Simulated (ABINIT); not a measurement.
# RbCaH3 (Pm-3m): from the cell to the phonon bands

Wanted: phonon bands, density of states and zone-centre response of RbCaH3 (Pm-3m).

Calculated with ABINIT 10.8.3; DFT LDA, scalar-relativistic, plane waves, PseudoDojo stringent norm-conserving pseudopotentials.

The structure was built from a prototype and need not be the compound's stable phase.

## Step 1: The starting structure

The structure is cubic, space group Pm-3m (No. 221). The conventional cell has a = 4.606 Å, b = 4.606 Å, c = 4.606 Å, α = 90.00°, β = 90.00°, γ = 90.00°. Rb has 12 H at 3.26 Å nearest. Nearest to Ca lie 6 H at 2.30 Å. Nearest to H lie 2 Ca at 2.30 Å and 4 Rb at 3.26 Å and 8 H at 3.26 Å. Farther neighbours are not listed.

Structure file:

```cif
data_structure
_symmetry_space_group_name_H-M 'P 1'
_symmetry_Int_Tables_number 1
_cell_length_a 4.6060
_cell_length_b 4.6060
_cell_length_c 4.6060
_cell_angle_alpha 90.000
_cell_angle_beta 90.000
_cell_angle_gamma 90.000
_cell_volume 97.72
loop_
_atom_site_label
_atom_site_type_symbol
_atom_site_fract_x
_atom_site_fract_y
_atom_site_fract_z
_atom_site_occupancy
Rb1 Rb 0.00000 0.00000 0.00000 1
Ca2 Ca 0.50000 0.50000 0.50000 1
H3 H 0.50000 0.50000 0.00000 1
H4 H 0.50000 0.00000 0.50000 1
H5 H 0.00000 0.50000 0.50000 1
```

## Step 2: A first look

A first run with smearing and empty bands tells whether the crystal has a gap, which decides between fixed occupations and smearing later on.

The input, probe.abi:

```
# ground state
tolvrs 1.0d-08
prtden 1
prtwf 1

# basis, mesh and filling
ecut 31.0
ngkpt 4 4 4
nshiftk 1
shiftk 0.0 0.0 0.0
istwfk *1
occopt 7
tsmear 0.005
nband 18
nstep 100
diemac 9.0
prtebands 0
prtgsr 0
useylm 1

# cell and atoms
acell 8.70407853 8.70407853 8.70407853
rprim 
    1.0 0.0 0.0
    0.0 1.0 0.0
    0.0 0.0 1.0
ntypat 3
znucl 37 20 1
natom 5
typat 1 2 3 3 3
xred 
    0.0 0.0 0.0
    0.5 0.5 0.5
    0.5 0.5 0.0
    0.5 0.0 0.5
    0.0 0.5 0.5
pp_dirpath "./pseudo"
pseudos "Rb.upf, Ca.upf, H.upf"
```

The run is started by

```
OMP_NUM_THREADS=1 mpirun -n 4 abinit probe.abi > probe.log
```

Numbers of over 12 decimals in the logs are rounded to 6 here.

probe.abo, the main output file:

```text
[banners, grids, parts of the stress and lines that vanish by symmetry left out]
- input  file    -> probe.abi
- output file    -> probe.abo
- root for input  files -> probei
[...]
Symmetries : space group Pm -3 m (#221); Bravais cP (primitive cubic)
[...]
mpw =        5520          nfft =       91125          nkpt =          10
[...]
== DATASET  1 ==================================================================
[...]
cutoff_energies: {ecut:  31.0, pawecutdg:  -1.0, }
[...]
ETOT  1  -67.503839467324    -6.750E+01 6.929E-02 2.395E+02
 ETOT  2  -67.574830653118    -7.099E-02 7.450E-03 2.144E+01
 ETOT  3  -67.577291026422    -2.460E-03 3.137E-03 2.957E+00
 ETOT  4  -67.577450866343    -1.598E-04 4.178E-03 8.039E-02
 ETOT  5  -67.577460759879    -9.894E-06 8.450E-04 2.251E-03
 ETOT  6  -67.577461070767    -3.109E-07 2.085E-03 1.051E-04
 ETOT  7  -67.577461085916    -1.515E-08 1.058E-03 9.915E-07
 ETOT  8  -67.577461086065    -1.492E-10 2.187E-03 1.867E-08
 ETOT  9  -67.577461086071    -6.182E-12 7.017E-04 5.145E-10
 At SCF step    9       vres2   =  5.14E-10 < tolvrs=  1.00E-08 =>converged.
[...]
sigma(1 1)=  1.08668968E-04  sigma(3 2)=  0.00000000E+00
  sigma(2 2)=  1.08668968E-04  sigma(3 1)=  0.00000000E+00
  sigma(3 3)=  1.08668968E-04  sigma(2 1)=  0.00000000E+00
[...]
convergence: {deltae: -6.182E-12, res2:  5.145E-10, residm:  7.017E-04, diffor: null, }
etotal    :  -6.75774611E+01
[...]
sigma(1 1)=  1.08668968E-04  sigma(3 2)=  0.00000000E+00
  sigma(2 2)=  1.08668968E-04  sigma(3 1)=  0.00000000E+00
  sigma(3 3)=  1.08668968E-04  sigma(2 1)=  0.00000000E+00
[...]
- sigma(1 1)=  3.19715141E+00  sigma(3 2)=  0.00000000E+00
- sigma(2 2)=  3.19715141E+00  sigma(3 1)=  0.00000000E+00
- sigma(3 3)=  3.19715141E+00  sigma(2 1)=  0.00000000E+00
[...]
fcart     -0.0000000000E+00 -0.0000000000E+00 -0.0000000000E+00
           strten      1.0866896769E-04  1.0866896769E-04  1.0866896769E-04
================================================================================

[key lines of the parts left out:]
pressure_GPa:  -3.1972E+00
```

The job ended after 12 s (4 MPI ranks of Arm Neoverse V1, shared host; 47 s of CPU time).

Numbers from this step:

```yaml
volume_per_atom: 19.54 Å³
pressure: -3.197 GPa
gap_on_the_k_mesh: 2.959 eV
```

A gap of 3.0 eV opens on this mesh, so the crystal is taken as an insulator; the printed pressure holds the stress of the finite basis too.

## Step 3: Rough relaxation

The typed start is rough, so a first relaxation with smearing and loose thresholds takes it towards rest cheaply.

The input, prerelax.abi:

```
# relaxation
ionmov 2
optcell 2
dilatmx 1.15
chkdilatmx 0
ntime 40
tolmxf 3.0d-04
tolvrs 1.0d-10
prtwf 0
prtden 0
chksymtnons 0

# basis, mesh and filling
ecut 32.0
ecutsm 3.0
ngkpt 4 4 4
nshiftk 1
shiftk 0.0 0.0 0.0
istwfk *1
occopt 7
tsmear 0.005
nband 18
nstep 100
diemac 9.0
prtebands 0
prtgsr 0
useylm 1

# cell and atoms
acell 8.70407853 8.70407853 8.70407853
rprim 
    1.0 0.0 0.0
    0.0 1.0 0.0
    0.0 0.0 1.0
ntypat 3
znucl 37 20 1
natom 5
typat 1 2 3 3 3
xred 
    0.0 0.0 0.0
    0.5 0.5 0.5
    0.5 0.5 0.0
    0.5 0.0 0.5
    0.0 0.5 0.5
pp_dirpath "./pseudo"
pseudos "Rb.upf, Ca.upf, H.upf"
```

The run is started by

```
OMP_NUM_THREADS=1 mpirun -n 4 abinit prerelax.abi > prerelax.log
```

prerelax.abo, the main output file:

```text
[banners, grids, parts of the stress and lines that vanish by symmetry left out]
- input  file    -> prerelax.abi
- output file    -> prerelax.abo
- root for input  files -> prerelaxi
[...]
Symmetries : space group Pm -3 m (#221); Bravais cP (primitive cubic)
[...]
mpw =        8722          nfft =      157464          nkpt =          10
[...]
== DATASET  1 ==================================================================
[...]
cutoff_energies: {ecut:  32.0, pawecutdg:  -1.0, }
[...]
ETOT  1  -67.504917453882    -6.750E+01 4.750E-02 4.146E+02
 ETOT  2  -67.574674709531    -6.976E-02 7.320E-03 3.818E+01
 ETOT  3  -67.577239418800    -2.565E-03 1.451E-02 5.151E+00
 ETOT  4  -67.577405339225    -1.659E-04 4.516E-03 1.478E-01
 ETOT  5  -67.577416124660    -1.079E-05 2.916E-03 4.383E-03
[...]
At SCF step   10       vres2   =  1.13E-11 < tolvrs=  1.00E-10 =>converged.
[...]
ETOT  8  -67.582463484434     1.137E-13 7.247E-07 8.458E-12
 At SCF step    8       vres2   =  8.46E-12 < tolvrs=  1.00E-10 =>converged.
[...]
sigma(1 1)=  7.03985623E-08  sigma(3 2)=  0.00000000E+00
  sigma(2 2)=  7.03985623E-08  sigma(3 1)=  0.00000000E+00
  sigma(3 3)=  7.03985623E-08  sigma(2 1)=  0.00000000E+00
[...]
convergence: {deltae:  1.137E-13, res2:  8.458E-12, residm:  7.247E-07, diffor: null, }
etotal    :  -6.75824635E+01
[...]
At Broyd/MD step   5, gradients are converged :
[...]
sigma(1 1)=  7.03985623E-08  sigma(3 2)=  0.00000000E+00
  sigma(2 2)=  7.03985623E-08  sigma(3 1)=  0.00000000E+00
  sigma(3 3)=  7.03985623E-08  sigma(2 1)=  0.00000000E+00
[...]
- sigma(1 1)=  2.07119721E-03  sigma(3 2)=  0.00000000E+00
- sigma(2 2)=  2.07119721E-03  sigma(3 1)=  0.00000000E+00
- sigma(3 3)=  2.07119721E-03  sigma(2 1)=  0.00000000E+00
[...]
fcart     -0.0000000000E+00 -0.0000000000E+00 -0.0000000000E+00
           strten      7.0398562256E-08  7.0398562254E-08  7.0398562251E-08
================================================================================

[key lines of the parts left out:]
pressure_GPa:  -2.0712E-03
Total energy (etotal) [Ha]= -6.75824634844336E+01
```

It took 76 s on 4 MPI ranks.

Relaxation path:

```tsv
step	energy less that of the first step (eV)	largest force (eV/Å)	volume (Å³)
1	0.0000	0.0000	97.72
2	-0.0175	0.0000	96.79
3	-0.1336	0.0000	83.19
4	-0.1373	0.0000	85.29
5	-0.1373	0.0000	85.03
```

```tsv
conventional cell, symmetrised	before	after	change
a (Å)	4.606	4.397	-4.5 %
b (Å)	4.606	4.397	-4.5 %
c (Å)	4.606	4.397	-4.5 %
volume (Å³/atom)	19.54	17.01	-13.0 %
```

Final coordinates:

```xyz
5
Lattice="4.3974 0.0000 0.0000 0.0000 4.3974 0.0000 0.0000 0.0000 4.3974" Properties=species:S:1:pos:R:3 pbc="T T T"
Rb    0.0000    0.0000    0.0000
Ca    2.1987    2.1987    2.1987
H     2.1987    2.1987    0.0000
H     2.1987    0.0000    2.1987
H     0.0000    2.1987    2.1987
```

This step gave:

```
volume per atom   : 17.01 Å³
pressure          : -0.002071 GPa
gap on the k-mesh : 2.829 eV
```

The volume changes by -13.0 % in this run and stands -13.0 % from the first cell.

## Step 4: Rough relaxation

The cell changed much, so the rough relaxation is repeated on a basis made for the new cell.

prerelax.abi: that of step 3 with these lines changed.

```diff
@@ -29,3 +29,3 @@
 # cell and atoms
-acell 8.70407853 8.70407853 8.70407853
+acell 8.309902368 8.309902368 8.309902368
 rprim
```

prerelax.abo, the main output file:

```text
[banners, grids, parts of the stress and lines that vanish by symmetry left out]
- input  file    -> prerelax.abi
- output file    -> prerelax.abo
- root for input  files -> prerelaxi
[...]
Symmetries : space group Pm -3 m (#221); Bravais cP (primitive cubic)
[...]
mpw =        7568          nfft =      125000          nkpt =          10
[...]
== DATASET  1 ==================================================================
[...]
cutoff_energies: {ecut:  32.0, pawecutdg:  -1.0, }
[...]
ETOT  1  -67.507863163462    -6.751E+01 4.172E-02 4.176E+02
 ETOT  2  -67.579961220464    -7.210E-02 1.302E-02 2.934E+01
 ETOT  3  -67.582310342659    -2.349E-03 3.249E-03 3.368E+00
 ETOT  4  -67.582454338152    -1.440E-04 3.201E-03 1.088E-01
 ETOT  5  -67.582463231393    -8.893E-06 9.426E-04 2.297E-03
 ETOT  6  -67.582463440707    -2.093E-07 1.440E-03 1.148E-04
 ETOT  7  -67.582463452491    -1.178E-08 4.718E-04 1.296E-06
 ETOT  8  -67.582463452609    -1.185E-10 4.491E-04 1.392E-08
 ETOT  9  -67.582463452607     2.373E-12 2.362E-04 7.617E-11
 At SCF step    9       vres2   =  7.62E-11 < tolvrs=  1.00E-10 =>converged.
[...]
sigma(1 1)=  7.06574594E-08  sigma(3 2)=  0.00000000E+00
  sigma(2 2)=  7.06574594E-08  sigma(3 1)=  0.00000000E+00
  sigma(3 3)=  7.06574594E-08  sigma(2 1)=  0.00000000E+00
[...]
convergence: {deltae:  2.373E-12, res2:  7.617E-11, residm:  2.362E-04, diffor: null, }
etotal    :  -6.75824635E+01
[...]
At Broyd/MD step   1, gradients are converged :
[...]
sigma(1 1)=  7.06574594E-08  sigma(3 2)=  0.00000000E+00
  sigma(2 2)=  7.06574594E-08  sigma(3 1)=  0.00000000E+00
  sigma(3 3)=  7.06574594E-08  sigma(2 1)=  0.00000000E+00
[...]
- sigma(1 1)=  2.07881423E-03  sigma(3 2)=  0.00000000E+00
- sigma(2 2)=  2.07881423E-03  sigma(3 1)=  0.00000000E+00
- sigma(3 3)=  2.07881423E-03  sigma(2 1)=  0.00000000E+00
[...]
fcart     -0.0000000000E+00 -0.0000000000E+00 -0.0000000000E+00
           strten      7.0657459442E-08  7.0657459440E-08  7.0657459441E-08
================================================================================

[key lines of the parts left out:]
pressure_GPa:  -2.0788E-03
Total energy (etotal) [Ha]= -6.75824634526070E+01
```

Run time: 15 s. Hardware: 4 MPI ranks.

Little changed from the start: no atom moved by 0.005 Å and no cell edge by 0.1 %.

This step gave:

- pressure: -0.002079 GPa

The volume changes by +0.0 % in this run and stands -13.0 % from the first cell.

## Step 5: Relaxing the cell and atoms

The harmonic expansion needs vanishing forces, and a free crystal bears no stress, so cell and atoms are brought to rest. Stress is more sensitive to the basis than forces are: the last 3 Ha under the cutoff are smoothed with ecutsm, and the cutoff is raised above that of the later runs.

relax.abi, as its differences from prerelax.abi of step 4:

```diff
@@ -3,7 +3,6 @@
 optcell 2
-dilatmx 1.15
-chkdilatmx 0
+dilatmx 1.08
 ntime 40
-tolmxf 3.0d-04
-tolvrs 1.0d-10
+tolmxf 1.0d-05
+tolvrs 1.0d-14
 prtwf 0
@@ -13,3 +12,3 @@
 # basis, mesh and filling
-ecut 32.0
+ecut 39.0
 ecutsm 3.0
@@ -19,5 +18,4 @@
 istwfk *1
-occopt 7
-tsmear 0.005
-nband 18
+occopt 1
+nband 11
 nstep 100
```

The run is started by

```
OMP_NUM_THREADS=1 mpirun -n 4 abinit relax.abi > relax.log
```

relax.abo, the main output file:

```text
[banners, grids, parts of the stress and lines that vanish by symmetry left out]
- input  file    -> relax.abi
- output file    -> relax.abo
- root for input  files -> relaxi
[...]
Symmetries : space group Pm -3 m (#221); Bravais cP (primitive cubic)
[...]
mpw =        8480          nfft =      157464          nkpt =          10
[...]
== DATASET  1 ==================================================================
[...]
cutoff_energies: {ecut:  39.0, pawecutdg:  -1.0, }
[...]
ETOT  1  -67.484033393959    -6.748E+01 1.052E-01 4.300E+02
 ETOT  2  -67.581160538654    -9.713E-02 2.995E-04 4.145E+01
 ETOT  3  -67.582588475649    -1.428E-03 6.357E-05 3.834E+00
 ETOT  4  -67.582729197688    -1.407E-04 6.284E-06 3.797E-02
 ETOT  5  -67.582733989273    -4.792E-06 8.373E-07 5.015E-03
[...]
At SCF step   15       vres2   =  4.94E-15 < tolvrs=  1.00E-14 =>converged.
[...]
sigma(1 1)=  1.27022338E-07  sigma(3 2)=  0.00000000E+00
  sigma(2 2)=  1.27022338E-07  sigma(3 1)=  0.00000000E+00
  sigma(3 3)=  1.27022338E-07  sigma(2 1)=  0.00000000E+00
[...]
convergence: {deltae: -2.970E-12, res2:  4.939E-15, residm:  5.981E-17, diffor: null, }
etotal    :  -6.75827348E+01
[...]
ETOT  1  -67.582734844935    -6.758E+01 7.057E-13 1.065E-05
[...]
At SCF step    8       vres2   =  1.36E-15 < tolvrs=  1.00E-14 =>converged.
[...]
sigma(1 1)=  1.15751247E-07  sigma(3 2)=  0.00000000E+00
  sigma(2 2)=  1.15751247E-07  sigma(3 1)=  0.00000000E+00
  sigma(3 3)=  1.15751247E-07  sigma(2 1)=  0.00000000E+00
[...]
convergence: {deltae:  5.855E-12, res2:  1.363E-15, residm:  1.585E-18, diffor: null, }
etotal    :  -6.75827348E+01
[...]
ETOT  1  -67.582734771884    -6.758E+01 1.587E-10 1.123E-03
[...]
ETOT  9  -67.582734849453     3.922E-12 9.228E-18 5.076E-14
 ETOT 10  -67.582734849454    -9.379E-13 1.743E-18 6.114E-16
 At SCF step   10       vres2   =  6.11E-16 < tolvrs=  1.00E-14 =>converged.
[...]
sigma(1 1)=  6.32197463E-12  sigma(3 2)=  0.00000000E+00
  sigma(2 2)=  6.32197072E-12  sigma(3 1)=  0.00000000E+00
  sigma(3 3)=  6.32196682E-12  sigma(2 1)=  0.00000000E+00
[...]
convergence: {deltae: -9.379E-13, res2:  6.114E-16, residm:  1.743E-18, diffor: null, }
etotal    :  -6.75827348E+01
[...]
At Broyd/MD step   3, gradients are converged :
[...]
sigma(1 1)=  6.32197463E-12  sigma(3 2)=  0.00000000E+00
  sigma(2 2)=  6.32197072E-12  sigma(3 1)=  0.00000000E+00
  sigma(3 3)=  6.32196682E-12  sigma(2 1)=  0.00000000E+00
[...]
- sigma(1 1)=  1.85998915E-07  sigma(3 2)=  0.00000000E+00
- sigma(2 2)=  1.85998800E-07  sigma(3 1)=  0.00000000E+00
- sigma(3 3)=  1.85998685E-07  sigma(2 1)=  0.00000000E+00
[...]
fcart     -0.0000000000E+00 -0.0000000000E+00 -0.0000000000E+00
           strten      6.3219746278E-12  6.3219707247E-12  6.3219668216E-12
================================================================================

[key lines of the parts left out:]
pressure_GPa:  -1.8600E-07
Total energy (etotal) [Ha]= -6.75827348494537E+01
```

Wall time 34 s (4 MPI ranks); 2.3 min of CPU time.

Little changed from the start: no atom moved by 0.005 Å and no cell edge by 0.1 %.

This step gave:

| Quantity | Value |
| --- | --- |
| volume per atom | 17.00 Å³ |
| pressure | -1.86e-7 GPa |

The volume changes by -0.0 % in this run and stands -13.0 % from the first cell.

## Step 6: Self-consistent run for the response

The response is built on these wavefunctions, so the potential is converged far more tightly than an energy would need.

gs.abi, as its differences from probe.abi of step 2:

```diff
@@ -1,3 +1,3 @@
 # ground state
-tolvrs 1.0d-08
+tolvrs 1.0d-16
 prtden 1
@@ -11,5 +11,4 @@
 istwfk *1
-occopt 7
-tsmear 0.005
-nband 18
+occopt 1
+nband 11
 nstep 100
@@ -21,3 +20,3 @@
 # cell and atoms
-acell 8.70407853 8.70407853 8.70407853
+acell 8.309545539 8.309545539 8.309545539
 rprim
```

The run is started by

```
OMP_NUM_THREADS=1 mpirun -n 4 abinit gs.abi > gs.log
```

gs.abo, the main output file:

```text
[banners, grids, parts of the stress and lines that vanish by symmetry left out]
- input  file    -> gs.abi
- output file    -> gs.abo
- root for input  files -> gsi
[...]
Symmetries : space group Pm -3 m (#221); Bravais cP (primitive cubic)
[...]
mpw =        4748          nfft =       91125          nkpt =          10
[...]
== DATASET  1 ==================================================================
[...]
cutoff_energies: {ecut:  31.0, pawecutdg:  -1.0, }
[...]
ETOT  1  -67.484824820109    -6.748E+01 1.181E-01 2.430E+02
 ETOT  2  -67.580956800832    -9.613E-02 7.574E-04 2.456E+01
 ETOT  3  -67.582361648899    -1.405E-03 7.315E-05 2.082E+00
 ETOT  4  -67.582499843871    -1.382E-04 7.830E-06 2.790E-02
 ETOT  5  -67.582506078629    -6.235E-06 8.743E-07 2.595E-03
[...]
ETOT 15  -67.582506864216    -2.061E-12 2.243E-17 5.196E-15
 ETOT 16  -67.582506864212     4.519E-12 2.350E-18 4.825E-17
 At SCF step   16       vres2   =  4.83E-17 < tolvrs=  1.00E-16 =>converged.
[...]
sigma(1 1)=  3.45070895E-06  sigma(3 2)=  0.00000000E+00
  sigma(2 2)=  3.45070895E-06  sigma(3 1)=  0.00000000E+00
  sigma(3 3)=  3.45070895E-06  sigma(2 1)=  0.00000000E+00
[...]
convergence: {deltae:  4.519E-12, res2:  4.825E-17, residm:  2.350E-18, diffor: null, }
etotal    :  -6.75825069E+01
[...]
sigma(1 1)=  3.45070895E-06  sigma(3 2)=  0.00000000E+00
  sigma(2 2)=  3.45070895E-06  sigma(3 1)=  0.00000000E+00
  sigma(3 3)=  3.45070895E-06  sigma(2 1)=  0.00000000E+00
[...]
- sigma(1 1)=  1.01523362E-01  sigma(3 2)=  0.00000000E+00
- sigma(2 2)=  1.01523362E-01  sigma(3 1)=  0.00000000E+00
- sigma(3 3)=  1.01523362E-01  sigma(2 1)=  0.00000000E+00
[...]
fcart     -0.0000000000E+00 -0.0000000000E+00 -0.0000000000E+00
           strten      3.4507089481E-06  3.4507089481E-06  3.4507089481E-06
================================================================================

[key lines of the parts left out:]
pressure_GPa:  -1.0152E-01
```

Run time: 11 s. Hardware: 4 MPI ranks.

Read from the output:

```
pressure : -0.1015 GPa
```

The cell stands at -0.10 GPa: the relaxation ran with a smoothed and higher cutoff, and the difference is a stress of the finite basis.

## Step 7: Empty bands

Empty bands on the ground state's density check that the gap assumed so far is there in this cell.

The input, gap.abi:

```
# empty bands on the ground state's density
iscf -2
getden_filepath "gso_DEN"
tolwfr 1.0d-12
nbdbuf 2
prtwf 0

# basis, mesh and filling
ecut 31.0
ngkpt 4 4 4
nshiftk 1
shiftk 0.0 0.0 0.0
istwfk *1
occopt 1
nband 15
nstep 100
diemac 9.0
prtebands 0
prtgsr 0
useylm 1

# cell and atoms
acell 8.309545539 8.309545539 8.309545539
rprim 
    1.0 0.0 0.0
    0.0 1.0 0.0
    0.0 0.0 1.0
ntypat 3
znucl 37 20 1
natom 5
typat 1 2 3 3 3
xred 
    0.0 0.0 0.0
    0.5 0.5 0.5
    0.5 0.5 0.0
    0.5 0.0 0.5
    0.0 0.5 0.5
pp_dirpath "./pseudo"
pseudos "Rb.upf, Ca.upf, H.upf"
```

The run is started by

```
OMP_NUM_THREADS=1 mpirun -n 4 abinit gap.abi > gap.log
```

gap.abo, the main output file:

```text
[banners, grids, parts of the stress and lines that vanish by symmetry left out]
- input  file    -> gap.abi
- output file    -> gap.abo
- root for input  files -> gapi
[...]
Symmetries : space group Pm -3 m (#221); Bravais cP (primitive cubic)
[...]
mpw =        4748          nfft =       91125          nkpt =          10
[...]
== DATASET  1 ==================================================================
[...]
cutoff_energies: {ecut:  31.0, pawecutdg:  -1.0, }
[...]
-outvars: echo values of variables after computation
            acell      8.3095455390E+00  8.3095455390E+00  8.3095455390E+00 Bohr
================================================================================
```

Run time: 14 s. Hardware: 4 MPI ranks.

In this cell the gap on the mesh is 2.8 eV, direct, so fixed occupations hold.

[end of part 1 of 4]

[Host names and launcher messages were left out of these logs when they were recorded.]

[Logs are printed without paths, hosts, clocks, repeated set-up lines and the standing remarks that a program may print on its own settings, such as how far it seeks lower states.]

[Hosts, paths, dates, database ids (printed as entryN), source tags and the programs' standing remarks are cut or masked in the printed files.]
